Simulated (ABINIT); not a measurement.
Planning a run of ABINIT 10.8.3 on WS2 (Tungstenite). The input:

```
acell 3*1.0 Angstrom
rprim 
  1.579000000014 0.911636075086 6.163333333296
  -1.579000000014 0.911636075086 6.163333333296
  0.000000000000 -1.823272150090 6.163333333308
ntypat 2
znucl 74 16
natom 3
typat 1 2 2
xred 
  0.000000000000 0.000000000000 0.000000000000
  0.249700000000 0.249700000000 0.249700000000
  0.419000000000 0.419000000000 0.419000000000
pp_dirpath "pseudos"
pseudos "W.upf, S.upf"
ecut 29
ngkpt 4 4 4
nshiftk 1
shiftk 0 0 0
kptopt 1
chksymbreak 0
istwfk *1
occopt 1
irdwfk 1
optdriver 4
nband 445
gwcalctyp 0
ecutsigx 29
symsigma 1
nkptgw 5
kptgw 
  0.5000000000 0.5000000000 0.5000000000
  0.2500000000 0.0000000000 0.0000000000
  0.0000000000 0.0000000000 0.0000000000
  0.5000000000 0.0000000000 0.0000000000
  0.5000000000 0.5000000000 0.0000000000
bdgw 
  11 15
  12 15
  12 15
  12 15
  12 15
ecuteps 6.21
irdscr 1
ppmodel 1
indata_prefix "in"
outdata_prefix "out"
tmpdata_prefix "tmp"
```

```sh
OMP_NUM_THREADS=1 mpirun -n 4 abinit run.abi > log
```

Estimate wall time and host memory on 4 MPI ranks of Arm Neoverse V1, shared host.

It took 4.4 min; on shared hardware allow 2.2 min to 8.7 min. Peak host memory was 8.9 GiB.

[Long decimals in the printed logs are rounded to 6 places.]

[Logs are printed without paths, hosts, clocks, repeated set-up lines and the standing remarks that a program may print on its own settings, such as how far it seeks lower states.]

[Paths, hosts, dates, memory and timing lines, banners, echoed tables and standing remarks are left out of the program output; an Ansatz launch command may be rebuilt from the run's recorded settings. Measured values are a selection of at most five: reports struck by readers or far from the other reports are left out. None is set beside runs whose start may be inverted or whose files or cutoffs have a known fault.]

[Runs of the session that timed out or met a known fault of the program may be left out.]

[Hosts, paths, dates, database ids (printed as entryN), source tags and the programs' standing remarks are cut or masked in the printed files.]

[G0W0 gaps are taken among the corrected bands and points alone; a level outside them can change the order at an edge.]

[Where Ansatz stands beside ABINIT at settings called matched, ABINIT's density can come from a denser mesh and the files from another edition; pairs whose starting gaps differed by over 0.03 eV were left out, so agreement reads better than it is.]
